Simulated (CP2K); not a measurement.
Two runs for the C K edge of fluoroallene. Run A: CP2K XAS_TDP, all-electron GAPW, PBEh(45%), aug-cc-pVDZ, TDA, no relativity. Run B differs in one setting.

First lines with a strength over 0.0015. A:

```
                     atom  energy (eV)  states  strength, one atom
 C1 (bonded to C and 2 H)       281.15       1              0.0506
                                284.18       1              0.0064
                                284.75       1              0.0038
                                285.90       1              0.0111
                                286.00       1              0.0037
       C2 (bonded to 2 C)       281.06       1              0.0480
                                281.99       1              0.0534
                                286.33       1              0.0044
                                288.60       1              0.0027
                                288.68       1              0.0023
C3 (bonded to C, F and H)       283.72       1              0.0556
                                284.20       1              0.0229
                                286.73       1              0.0054
                                287.39       1              0.0070
                                287.96       1              0.0042
```

B:

```
                     atom  energy (eV)  states  strength, one atom
 C1 (bonded to C and 2 H)       287.34       1              0.0496
                                290.36       1              0.0063
                                290.94       1              0.0037
                                292.09       1              0.0109
                                292.18       1              0.0036
       C2 (bonded to 2 C)       286.99       1              0.0470
                                287.91       1              0.0523
                                292.25       1              0.0043
                                294.52       1              0.0026
                                294.60       1              0.0023
C3 (bonded to C, F and H)       289.96       1              0.0544
                                290.44       1              0.0224
                                292.96       1              0.0053
                                293.63       1              0.0068
                                294.20       1              0.0041
```

Which was it: scalar relativity switched on, the basis, the functional, GW2X switched on?

GW2X switched on. GW2X shifts an atom's lines together and keeps their spacings. Against PBEh(45%) in aug-cc-pVDZ, the leading lines move by +6.19 eV (C1, to 287.34), +5.93 eV (C2, to 286.99) and +6.24 eV (C3, to 289.96).

[Banner, clock and machine lines of the logs are left out without a mark of their own.]

[Logs are printed without paths, hosts, clocks, repeated set-up lines and the standing remarks that a program may print on its own settings, such as how far it seeks lower states.]

[Hosts, paths, dates, database ids (printed as entryN), source tags and the programs' standing remarks are cut or masked in the printed files.]
